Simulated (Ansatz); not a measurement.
# How fast states decay through KBaH3, part 3 of 3

A new crystal, KBaH3: structure, gap and complex bands. It is built by putting Ba for Mg in the KMgH3 structure of space group Pm-3m, with the volume rescaled by atomic radii. The parent structure comes from the Materials Project.

Ansatz 0.2.0; r2SCAN DFT, plane waves, PAW files (the session's first sound run).

So far, gap on path (eV): step 3 (band edges) 2.39.

The structure was built from a prototype and need not be the compound's stable phase.

### Step 5. Complex bands, plane (001)

Level of this step: r2SCAN DFT, plane waves, PAW files; complex bands by layer matching along the plane's normal (Ansatz).

The same for the (001) plane, at (0, 0), (0, -0.5) and (-0.5, -0.5), to see how the decay depends on direction.

File input.yaml:

```yaml
crystal:
  lattice:
    - [5.133803498, 0.0, 0.0]
    - [0.0, 5.133803498, 0.0]
    - [0.0, 0.0, 5.133803498]
  atoms:
    - { symbol: K, position: [0.0, 0.0, 0.0] }
    - { symbol: Ba, position: [0.5, 0.5, 0.5] }
    - { symbol: H, position: [0.5, 0.0, 0.5] }
    - { symbol: H, position: [0.5, 0.5, 0.0] }
    - { symbol: H, position: [0.0, 0.5, 0.5] }
kpoints:
  mp_grid: { grid: [6, 6, 6] }
scf:
  occupations: { method: fixed }
hamiltonian:
  xc: r2scan
output:
  eigenvalues: true
  transmission:
    leads: [[0, 0]]
    kpoints: [[0.0, 0.0], [0.0, -0.5], [-0.5, -0.5]]
    e_range: [-1.0, 3.39]
    de: 0.09
```

Started as:

```
$ ansatz run input.yaml --threads 2 --pin off --max-ram 4096MiB --backend cpu --events-out ev --progress --plain --runs-dir out
```

Numbers of over 12 decimals in the logs are rounded to 6 here.

Output:

```text
[...]
Crystal: 5 atoms, lattice volume = 135.306 Å³
Basis set: ecut = 500 eV, 3407 PW (Γ), exchange–correlation on 160×160×160 points (64 copies of the dense FFT grid, shifted against one another)
Bands: 16, of which v1, the nominal top of the filled ones, is band 11 counted from 1 (10 counted from 0)
Symmetry: 48 space group operations
[...]
k-points: 20 of 216
[...]
SCF iter   1: F=—  HF=-7556.250486 eV  |F-HF|=—  |Δ(HF+E_count)|=         —  Δρ=4.13e-3  dr2=3.52e-2  dr2_τ=4.93e-3  ethr=1.77e-3  ⟨swp⟩=5.0  Hψ=1579  notcnv=0  defer=43
[...]
SCF iter   6: F=-7556.268346 eV  HF=-7556.268346 eV  |F-HF|=3.01e-8  |Δ(HF+E_count)|=   7.95e-7  Δρ=4.52e-6  dr2=2.54e-8  dr2_τ=5.18e-9  ethr=4.55e-10  ⟨swp⟩=10.8  Hψ=2117  notcnv=0
SCF 1 converged in 6 iterations: F = -7556.268346 eV  dr2 = 2.54e-8
[...]
transmission: 7 of 21 steps passed
transmission: 14 of 21 steps passed
transmission: 21 of 21 steps passed
SCF converged after 6 iterations
Free energy (F): -7556.268346 eV
[...]
Internal energy: -7556.268346 eV  (E = F + TS)
E sigma→0 (E₀):  -7556.268346 eV
Fermi energy:    1.491242 eV
[...]
--- Band table (eV; the first three rows and the last of 20) ---
  k-point 0: bands = [... 7 lower, -9.9760, -0.7865, 0.3292, 0.3292, 7.3493, 7.3493, 7.3493, 7.5663, ... 1 higher]
  k-point 1: bands = [... 7 lower, -9.9748, -0.6301, 0.3561, 0.4864, 6.6635, 6.9673, 6.9673, 7.4366, ... 1 higher]
  k-point 2: bands = [... 7 lower, -9.9724, -0.3395, 0.4119, 0.8827, 5.9638, 6.5004, 6.5004, 7.0224, ... 1 higher]
  k-point 19: bands = [... 7 lower, -10.1281, 1.4912, 1.4912, 1.4912, 4.6344, 4.6344, 4.6344, 7.5683, ... 1 higher]
--- Transmission ---
  basis      : 277 plane waves across, 7 finite elements along
  points     : 3, as listed
[...]
crystal 0  : K1H3Ba1, at the sites [0, 0], period 5.1338 Å: whole cells are its period
[...]
channels       : 0.000000e0 a spin
[...]
slowest decay  : 0.2579 /Å at (-0.5000, -0.5000)
```

Run time: 70 s. Hardware: 2 threads of Arm Neoverse V2, shared host; peak memory 1 GiB; 2.3 min of CPU time.

This step gave:

```
decay constant at the filling level, zone centre          : 0.3957 Å⁻¹
decay constant at the filling level, slowest listed point : 0.2579 Å⁻¹
```

K parallel (0, 0); values up to 1.5 1/Å, a degenerate pair printed once or twice; energies at which all values exceed this have no row. Table of Im kz of the slowest decaying states by energy, zero at the highest filled level on the SCF mesh:

| energy (eV) | decay 1 (Å⁻¹) | decay 2 (Å⁻¹) | decay 3 (Å⁻¹) | decay 4 (Å⁻¹) |
| --- | --- | --- | --- | --- |
| -1.00 | 0.238 | 0.382 | 1.02 | 1.15 |
| -0.82 | 0.411 | 0.428 | 1.00 | 1.13 |
| -0.55 | 0.440 | 0.535 | 0.983 | 1.11 |
| -0.37 | 0.453 | 0.574 | 0.969 | 1.10 |
| -0.10 | 0.182 | 0.464 | 0.611 | 0.947 |
| -0.01 | 0.207 | 0.466 | 0.619 | 0.940 |
| 0.08 | 0.227 | 0.467 | 0.626 | 0.932 |
| 0.26 | 0.261 | 0.467 | 0.637 | 0.917 |
| 0.53 | 0.299 | 0.462 | 0.646 | 0.893 |
| 0.71 | 0.321 | 0.454 | 0.649 | 0.876 |
| 0.98 | 0.354 | 0.434 | 0.649 | 0.851 |
| 1.16 | 0.396 | 0.647 | 0.833 | 0.974 |
| 1.34 | 0.396 | 0.643 | 0.815 | 0.959 |
| 1.61 | 0.393 | 0.635 | 0.786 | 0.935 |
| 1.79 | 0.390 | 0.627 | 0.766 | 0.919 |
| 2.06 | 0.382 | 0.614 | 0.735 | 0.894 |
| 2.24 | 0.375 | 0.603 | 0.713 | 0.877 |
| 2.42 | 0.367 | 0.592 | 0.691 | 0.860 |
| 2.69 | 0.352 | 0.572 | 0.655 | 0.833 |
| 2.87 | 0.341 | 0.557 | 0.629 | 0.814 |
| 3.14 | 0.320 | 0.533 | 0.588 | 0.786 |
| 3.32 | 0.304 | 0.515 | 0.558 | 0.766 |

K parallel (0, -0.5); values up to 1.5 1/Å, a degenerate pair printed once or twice; energies at which all values exceed this have no row. Im kz of the slowest decaying states against energy, zero at the highest filled level on the SCF mesh:

| energy (eV) | decay 1 (Å⁻¹) | decay 2 (Å⁻¹) | decay 3 (Å⁻¹) | decay 4 (Å⁻¹) |
| --- | --- | --- | --- | --- |
| -1.00 | 0.557 | 0.603 | 0.987 | 1.05 |
| -0.82 | 0.485 | 0.679 | 0.973 | 1.05 |
| -0.64 | 0.390 | 0.725 | 0.959 | 1.05 |
| -0.46 | 0.241 | 0.755 | 0.945 | 1.04 |
| -0.28 | 0.775 | 0.930 | 1.02 | 1.05 |
| -0.10 | 0.788 | 0.915 | 1.00 | 1.05 |
| -0.01 | 0.0780 | 0.154 | 0.793 | 0.908 |
| 0.08 | 0.119 | 0.224 | 0.797 | 0.900 |
| 0.17 | 0.147 | 0.266 | 0.800 | 0.892 |
| 0.35 | 0.187 | 0.314 | 0.803 | 0.876 |
| 0.53 | 0.216 | 0.337 | 0.804 | 0.859 |
| 0.71 | 0.238 | 0.348 | 0.802 | 0.842 |
| 0.89 | 0.255 | 0.349 | 0.799 | 0.825 |
| 1.07 | 0.269 | 0.343 | 0.794 | 0.806 |
| 1.25 | 0.281 | 0.331 | 0.787 | 0.788 |
| 1.43 | 0.290 | 0.313 | 0.768 | 0.779 |
| 1.61 | 0.290 | 0.298 | 0.748 | 0.770 |
| 1.79 | 0.260 | 0.305 | 0.727 | 0.759 |
| 1.97 | 0.222 | 0.310 | 0.705 | 0.747 |
| 2.15 | 0.171 | 0.314 | 0.682 | 0.734 |
| 2.24 | 0.136 | 0.315 | 0.671 | 0.726 |
| 2.42 | 0.318 | 0.646 | 0.702 | 0.713 |
| 2.60 | 0.319 | 0.621 | 0.677 | 0.697 |
| 2.78 | 0.320 | 0.594 | 0.651 | 0.680 |
| 2.96 | 0.320 | 0.565 | 0.623 | 0.662 |
| 3.14 | 0.320 | 0.535 | 0.595 | 0.643 |
| 3.32 | 0.319 | 0.502 | 0.565 | 0.622 |

K parallel (-0.5, -0.5); values up to 1.5 1/Å, a degenerate pair printed once or twice; energies at which all values exceed this have no row. Table of Im kz of the slowest decaying states by energy, zero at the highest filled level on the SCF mesh:

| energy (eV) | decay 1 (Å⁻¹) | decay 2 (Å⁻¹) | decay 3 (Å⁻¹) | decay 4 (Å⁻¹) |
| --- | --- | --- | --- | --- |
| -1.0000 | 0.807 | 1.07 | 1.15 | 1.45 |
| -0.7300 | 0.780 | 0.935 | 1.16 | 1.42 |
| -0.4600 | 0.747 | 0.751 | 1.18 | 1.40 |
| -0.2800 | 0.578 | 0.731 | 1.19 | 1.38 |
| -0.0100 | 0.699 | 1.20 | 1.35 | 1.40 |
| 0.2600 | 0.143 | 0.462 | 0.665 | 1.20 |
| 0.5300 | 0.194 | 0.521 | 0.627 | 1.20 |
| 0.7100 | 0.218 | 0.531 | 0.600 | 1.20 |
| 0.9800 | 0.244 | 0.528 | 0.556 | 1.20 |
| 1.2500 | 0.264 | 0.507 | 0.512 | 1.19 |
| 1.5200 | 0.278 | 0.449 | 0.487 | 1.18 |
| 1.7900 | 0.289 | 0.379 | 0.454 | 1.14 |
| 1.9700 | 0.294 | 0.322 | 0.427 | 1.12 |
| 2.2400 | 0.197 | 0.299 | 0.381 | 1.08 |
| 2.5100 | 0.303 | 0.323 | 1.05 | 1.14 |
| 2.7800 | 0.248 | 0.304 | 1.01 | 1.13 |
| 2.9600 | 0.177 | 0.303 | 0.982 | 1.11 |
| 3.2300 | 0.107 | 0.301 | 0.940 | 1.08 |

K parallel (-0.5, -0.5). Re kz of states that move upwards against energy, zero at the highest filled level on the SCF mesh:

| energy (eV) | channel 1 (Å⁻¹) | channel 2 (Å⁻¹) | channel 3 (Å⁻¹) |
| --- | --- | --- | --- |
| -1.00 | 0.226 | - | - |
| -0.91 | 0.257 | - | - |
| -0.73 | 0.312 | - | - |
| -0.64 | 0.338 | - | - |
| -0.55 | 0.364 | - | - |
| -0.46 | 0.390 | - | - |
| -0.28 | 0.446 | - | - |
| -0.19 | 0.478 | - | - |
| -0.10 | 0.517 | - | - |
| -0.01 | 0.472 | 0.472 | 0.583 |
| 0.08 | - | - | - |
| 0.17 | - | - | - |
| 0.26 | - | - | - |
| 0.44 | - | - | - |
| 0.53 | - | - | - |
| 0.62 | - | - | - |
| 0.71 | - | - | - |
| 0.89 | - | - | - |
| 0.98 | - | - | - |
| 1.07 | - | - | - |
| 1.25 | - | - | - |
| 1.34 | - | - | - |
| 1.43 | - | - | - |
| 1.61 | - | - | - |
| 1.70 | - | - | - |
| 1.79 | - | - | - |
| 1.88 | - | - | - |
| 2.06 | - | - | - |
| 2.15 | - | - | - |
| 2.24 | - | - | - |
| 2.42 | 0.0897 | - | - |
| 2.51 | 0.182 | - | - |
| 2.60 | 0.243 | - | - |
| 2.78 | 0.343 | - | - |
| 2.87 | 0.390 | - | - |
| 2.96 | 0.438 | - | - |
| 3.05 | 0.493 | - | - |
| 3.23 | -0.488 | -0.488 | - |
| 3.32 | -0.434 | -0.434 | - |

At the listed wavevectors the last open channel is at -0.01 eV and the next at +2.42 eV on the grid. At +1.16 eV, the grid energy nearest the filling level (the middle of the gap on the SCF mesh), the slowest state at the listed wavevectors decays with κ = 0.258 Å⁻¹, its amplitude falling by e over 3.9 Å; the first such run, plane (110), gave 0.278 Å⁻¹.

### Step 6. Band edges at another level, cutoff 420 eV

This step: PBE DFT, plane waves, PAW files (Ansatz 0.2.0).

The edges again with PBE, at the same atoms. Against that run the cutoff is 420 eV against 500.

File input.yaml:

```yaml
crystal:
  lattice:
    - [5.1338034978, 0.0, 0.0]
    - [0.0, 5.1338034978, 0.0]
    - [0.0, 0.0, 5.1338034978]
  atoms:
    - { symbol: K, position: [0.0, 0.0, 0.0] }
    - { symbol: Ba, position: [0.5, 0.5, 0.5] }
    - { symbol: H, position: [0.5, 0.0, 0.5] }
    - { symbol: H, position: [0.5, 0.5, 0.0] }
    - { symbol: H, position: [0.0, 0.5, 0.5] }
kpoints:
  mp_grid: { grid: [6, 6, 6] }
  band_path: { path: [VBM, CBM], npoints: 30 }
scf:
  occupations: { method: fixed }
hamiltonian:
  xc: pbe
output:
  eigenvalues: true
```

Output:

```text
[...]
Crystal: 5 atoms, lattice volume = 135.306 Å³
Basis set: ecut = 420 eV, 2601 PW (Γ)
Bands: 16, of which v1, the nominal top of the filled ones, is band 11 counted from 1 (10 counted from 0)
Symmetry: 48 space group operations
[...]
k-points: 20 of 216
[...]
SCF iter   1: F=—  HF=-7535.985886 eV  |F-HF|=—  |Δ(HF+E_count)|=         —  Δρ=1.91e-3  dr2=1.57e-2  ethr=1.77e-3  ⟨swp⟩=5.0  Hψ=1598  notcnv=0  defer=44
[...]
SCF iter   6: F=-7535.978296 eV  HF=-7535.978296 eV  |F-HF|=2.86e-8  |Δ(HF+E_count)|=   6.79e-7  Δρ=2.91e-6  dr2=9.76e-9  ethr=4.55e-10  ⟨swp⟩=10.1  Hψ=2114  notcnv=0
SCF 1 converged in 6 iterations: F = -7535.978296 eV  dr2 = 9.76e-9
[...]
SCF converged after 6 iterations
Free energy (F): -7535.978296 eV
[...]
Internal energy: -7535.978296 eV  (E = F + TS)
E sigma→0 (E₀):  -7535.978296 eV
Fermi energy:    1.745264 eV
[...]
--- Band table (eV; the first three rows and the last of 20) ---
  k-point 0: bands = [... 7 lower, -9.4376, -0.5504, 0.6033, 0.6033, 7.0272, 7.0272, 7.0272, 7.1134, ... 1 higher]
  k-point 1: bands = [... 7 lower, -9.4365, -0.3933, 0.6306, 0.7541, 6.3385, 6.6987, 6.6987, 7.1131, ... 1 higher]
  k-point 2: bands = [... 7 lower, -9.4343, -0.0903, 0.6872, 1.1262, 5.6762, 6.2715, 6.2715, 6.7602, ... 1 higher]
  k-point 19: bands = [... 7 lower, -9.5775, 1.7453, 1.7453, 1.7453, 4.5143, 4.5143, 4.5143, 7.0422, ... 1 higher]
```

It took 4.3 s on 2 threads; peak memory 0.35 GiB; 8.2 s of CPU time.

Numbers from this step:

* free energy: -7535.9783 eV
* Fermi energy: 1.745 eV
* gap on the k-mesh: 1.971 eV
* gap on path: 1.971 eV, by band count; negative where bands overlap
* direct gap on path: 2.045 eV

The electronic bands at the labelled points (eV, zero at the Fermi level (highest filled level under fixed occupations); v1 is the highest filled band, c1 the lowest empty one):

| point | v3 | v2 | v1 | c1 | c2 | c3 | c4 |
| --- | --- | --- | --- | --- | --- | --- | --- |
| VBM | 0.00 | 0.00 | 0.00 | 2.77 | 2.77 | 2.77 | 5.30 |
| halfway | -0.75 | -0.04 | -0.04 | 2.30 | 3.25 | 3.25 | 5.59 |
| CBM | -1.33 | -0.07 | -0.07 | 1.97 | 4.13 | 4.13 | 5.31 |

The electronic bands as a text plot (rows in eV, shown from -1.3 to 5.3 only; labels by their first letter):

```
    5.2 |+++                                                    +
    4.9 |
    4.6 |
    4.3 |
    4.1 |                                              ++++++++++
    3.8 |                                      ++++++++
    3.5 |                               +++++++
    3.2 |                       ++++++++
    3.0 |        +++++++++++++++
    2.7 |++++++++++++++++++
    2.4 |                  +++++++++++
    2.1 |                             ++++++++++++++++++++
    1.8 |                                                 +++++++
    1.6 |
    1.3 |
    1.0 |
    0.7 |
    0.5 |
    0.2 |
   -0.1 |********************************************************
   -0.4 |              *******
   -0.6 |                     ********
   -0.9 |                             *********
   -1.2 |                                      ******************
         V                                                      C
```

The searched edges give 1.97 eV, as on the mesh.

### Step 7. Complex bands at another level, cutoff 420 eV

This step: PBE DFT, plane waves, PAW files; complex bands by layer matching along the plane's normal (Ansatz 0.2.0).

The complex bands at that level, over its own gap, at (0, 0) and (-0.5, -0.5).

File input.yaml:

```yaml
crystal:
  lattice:
    - [5.133803498, 0.0, 0.0]
    - [0.0, 7.260294533, 0.0]
    - [0.0, 3.630147267, 3.630147267]
  atoms:
    - { symbol: K, position: [0.0, 0.0, 0.0] }
    - { symbol: Ba, position: [0.5, 0.5, 0.0] }
    - { symbol: H, position: [0.5, 0.0, 0.5] }
    - { symbol: H, position: [0.0, 0.5, 0.0] }
    - { symbol: H, position: [0.5, 0.5, 0.5] }
kpoints:
  mp_grid: { grid: [6, 6, 6] }
scf:
  occupations: { method: fixed }
hamiltonian:
  xc: pbe
output:
  eigenvalues: true
  transmission:
    leads: [[0, 0]]
    kpoints: [[0.0, 0.0], [-0.5, -0.5]]
    e_range: [-1.0, 2.97]
    de: 0.1
```

Output:

```text
[...]
Crystal: 5 atoms, lattice volume = 135.306 Å³
Basis set: ecut = 420 eV, 2601 PW (Γ)
Bands: 16, of which v1, the nominal top of the filled ones, is band 11 counted from 1 (10 counted from 0)
Symmetry: 48 space group operations
[...]
k-points: 20 of 216
[...]
SCF iter   1: F=—  HF=-7535.985895 eV  |F-HF|=—  |Δ(HF+E_count)|=         —  Δρ=1.92e-3  dr2=1.57e-2  ethr=1.77e-3  ⟨swp⟩=5.0  Hψ=1593  notcnv=0  defer=44
[...]
SCF iter   6: F=-7535.978310 eV  HF=-7535.978310 eV  |F-HF|=3.58e-8  |Δ(HF+E_count)|=   7.00e-7  Δρ=3.35e-6  dr2=1.31e-8  ethr=4.55e-10  ⟨swp⟩=9.8  Hψ=2100  notcnv=0
SCF 1 converged in 6 iterations: F = -7535.978310 eV  dr2 = 1.31e-8
[...]
transmission: 5 of 10 steps passed
transmission: 10 of 10 steps passed
SCF converged after 6 iterations
Free energy (F): -7535.978310 eV
[...]
Internal energy: -7535.978310 eV  (E = F + TS)
E sigma→0 (E₀):  -7535.978310 eV
Fermi energy:    1.745274 eV
[...]
--- Band table (eV; the first three rows and the last of 20) ---
  k-point 0: bands = [... 7 lower, -9.4375, -0.5504, 0.6033, 0.6033, 7.0272, 7.0272, 7.0272, 7.1134, ... 1 higher]
  k-point 1: bands = [... 7 lower, -9.4352, -0.2332, 0.7238, 0.8359, 5.6359, 6.6362, 6.7348, 6.7642, ... 1 higher]
  k-point 2: bands = [... 7 lower, -9.4298, 0.2889, 1.1764, 1.3627, 4.2818, 6.0866, 6.1339, 6.5934, ... 1 higher]
  k-point 19: bands = [... 7 lower, -9.5775, 1.7453, 1.7453, 1.7453, 4.5143, 4.5143, 4.5143, 7.0422, ... 1 higher]
--- Transmission ---
  basis      : 329 plane waves across, 5 finite elements along
  points     : 2, as listed
[...]
crystal 0  : K1Ba1H3, at the sites [0, 0], period 3.6301 Å: whole cells are its period
[...]
channels       : 0.000000e0 a spin
[...]
slowest decay  : 0.2501 /Å at (0.0000, 0.0000)
```

It took 50 s on 2 threads; peak memory 0.88 GiB; 100 s of CPU time.

This step gave:

```
level to which the leads are filled                       : 0.9857 eV from the Fermi level
decay constant at the filling level, zone centre          : 0.2501 Å⁻¹
decay constant at the filling level, slowest listed point : 0.2501 Å⁻¹
```

K parallel (0, 0); values up to 1.5 1/Å, a degenerate pair printed once or twice; energies at which all values exceed this have no row. Im kz of the slowest decaying states against energy, zero at the highest filled level on the SCF mesh:

| energy (eV) | decay 1 (Å⁻¹) | decay 2 (Å⁻¹) | decay 3 (Å⁻¹) | decay 4 (Å⁻¹) |
| --- | --- | --- | --- | --- |
| -1.00 | 0.429 | 0.796 | 1.02 | 1.12 |
| -0.80 | 0.485 | 0.772 | 1.00 | 1.11 |
| -0.60 | 0.523 | 0.748 | 0.986 | 1.09 |
| -0.40 | 0.549 | 0.723 | 0.970 | 1.08 |
| -0.20 | 0.566 | 0.697 | 0.953 | 1.07 |
| 0.00 | 0.0917 | 0.129 | 0.578 | 0.671 |
| 0.20 | 0.166 | 0.236 | 0.585 | 0.644 |
| 0.40 | 0.206 | 0.298 | 0.589 | 0.618 |
| 0.60 | 0.231 | 0.342 | 0.590 | 0.591 |
| 0.80 | 0.245 | 0.375 | 0.564 | 0.589 |
| 1.00 | 0.250 | 0.400 | 0.538 | 0.586 |
| 1.10 | 0.249 | 0.411 | 0.525 | 0.584 |
| 1.30 | 0.239 | 0.429 | 0.502 | 0.579 |
| 1.50 | 0.216 | 0.443 | 0.482 | 0.572 |
| 1.70 | 0.174 | 0.454 | 0.465 | 0.563 |
| 1.90 | 0.0936 | 0.452 | 0.463 | 0.553 |
| 2.10 | 0.441 | 0.469 | 0.542 | 0.701 |
| 2.30 | 0.433 | 0.473 | 0.529 | 0.671 |
| 2.50 | 0.425 | 0.475 | 0.515 | 0.638 |
| 2.70 | 0.417 | 0.476 | 0.499 | 0.603 |
| 2.90 | 0.409 | 0.475 | 0.481 | 0.564 |

K parallel (0, 0). Table of Re kz of states that move upwards by energy, zero at the highest filled level on the SCF mesh:

| energy (eV) | channel 1 (Å⁻¹) | channel 2 (Å⁻¹) |
| --- | --- | --- |
| -1.00 | 0.223 | 0.313 |
| -0.90 | 0.295 | 0.401 |
| -0.70 | 0.411 | 0.518 |
| -0.60 | 0.463 | 0.564 |
| -0.50 | 0.515 | 0.606 |
| -0.30 | 0.624 | 0.690 |
| -0.20 | 0.690 | 0.739 |
| -0.10 | 0.788 | 0.810 |
| 0.00 | - | - |
| 0.10 | - | - |
| 0.20 | - | - |
| 0.30 | - | - |
| 0.50 | - | - |
| 0.60 | - | - |
| 0.70 | - | - |
| 0.90 | - | - |
| 1.00 | - | - |
| 1.20 | - | - |
| 1.30 | - | - |
| 1.40 | - | - |
| 1.60 | - | - |
| 1.70 | - | - |
| 1.80 | - | - |
| 2.00 | -0.805 | - |
| 2.10 | -0.735 | - |
| 2.20 | -0.689 | - |
| 2.40 | -0.618 | - |
| 2.50 | -0.587 | - |
| 2.60 | -0.559 | - |
| 2.80 | -0.508 | - |
| 2.90 | -0.485 | - |

K parallel (-0.5, -0.5); values up to 1.5 1/Å, a degenerate pair printed once or twice; energies at which all values exceed this have no row. Im kz of the slowest decaying states against energy, zero at the highest filled level on the SCF mesh:

| energy (eV) | decay 1 (Å⁻¹) | decay 2 (Å⁻¹) | decay 3 (Å⁻¹) | decay 4 (Å⁻¹) |
| --- | --- | --- | --- | --- |
| -1.00 | 0.653 | 0.928 | 1.14 | 1.28 |
| -0.80 | 0.0937 | 0.588 | 0.908 | 1.13 |
| -0.70 | 0.0879 | 0.552 | 0.897 | 1.13 |
| -0.50 | 0.465 | 0.876 | 1.12 | 1.25 |
| -0.40 | 0.408 | 0.865 | 1.12 | 1.24 |
| -0.20 | 0.201 | 0.844 | 1.11 | 1.23 |
| -0.10 | 0.833 | 1.11 | 1.22 | 1.27 |
| 0.00 | 0.122 | 0.218 | 0.821 | 1.10 |
| 0.10 | 0.182 | 0.290 | 0.810 | 1.10 |
| 0.20 | 0.223 | 0.326 | 0.799 | 1.09 |
| 0.40 | 0.281 | 0.359 | 0.776 | 1.08 |
| 0.60 | 0.321 | 0.368 | 0.752 | 1.07 |
| 0.70 | 0.337 | 0.366 | 0.740 | 1.06 |
| 0.90 | 0.355 | 0.363 | 0.715 | 1.05 |
| 1.00 | 0.346 | 0.373 | 0.703 | 1.04 |
| 1.20 | 0.321 | 0.391 | 0.677 | 1.03 |
| 1.30 | 0.305 | 0.398 | 0.664 | 1.02 |
| 1.50 | 0.264 | 0.409 | 0.637 | 1.00 |
| 1.70 | 0.206 | 0.417 | 0.608 | 0.983 |
| 1.80 | 0.167 | 0.420 | 0.594 | 0.974 |
| 2.00 | 0.424 | 0.563 | 0.955 | 1.06 |
| 2.10 | 0.424 | 0.547 | 0.944 | 1.05 |
| 2.30 | 0.424 | 0.514 | 0.923 | 1.04 |
| 2.40 | 0.423 | 0.496 | 0.913 | 1.03 |
| 2.60 | 0.420 | 0.459 | 0.890 | 1.02 |
| 2.70 | 0.0395 | 0.417 | 0.439 | 0.878 |
| 2.90 | 0.076 | 0.395 | 0.411 | 0.854 |

At the listed wavevectors the last open channel is at -0.10 eV and the next at +2.00 eV on the grid. At +1.00 eV, the grid energy nearest the filling level (the middle of the gap on the SCF mesh), the slowest state at the listed wavevectors decays with κ = 0.250 Å⁻¹, its amplitude falling by e over 4.0 Å; the first such run, plane (110), gave 0.278 Å⁻¹ over as many of its listed wavevectors.

### Step 8. Summary of results

| Item | Value |
| --- | --- |
| band gap | 2.39 eV |
| least decay constant at mid-gap, normal to (110) | 0.278 Å⁻¹ |
| least decay constant at mid-gap, normal to (001) | 0.258 Å⁻¹ |
| least decay constant, PBE | 0.250 Å⁻¹ |

What this shows: With r2SCAN, the slowest decay at the wavevectors tried is κ = 0.258 Å⁻¹, normal to (001). Through such a film the transmission near mid-gap falls as exp(−2κd), a factor of ten every 4.5 Å. The directions tried decay at nearly the same rate. A free electron under a barrier of half the gap would need a mass of 0.21 mₑ to decay at this rate. The slowest decay isn't at the zone centre. With PBE the gap goes from 2.39 to 1.97 eV and the decay constant, over the first 2 listed wavevectors, from 0.278 to 0.250 Å⁻¹. The compound is made up by substitution; its stability against other phases and against distortions of the cell's symmetry was not tested. r2SCAN still narrows gaps, if less than LDA and GGA do, so real decay constants are likely larger.

[Logs are printed without paths, hosts, clocks, repeated set-up lines and the standing remarks that a program may print on its own settings, such as how far it seeks lower states.]

[Hosts, paths, dates, database ids (printed as entryN), source tags and the programs' standing remarks are cut or masked in the printed files.]
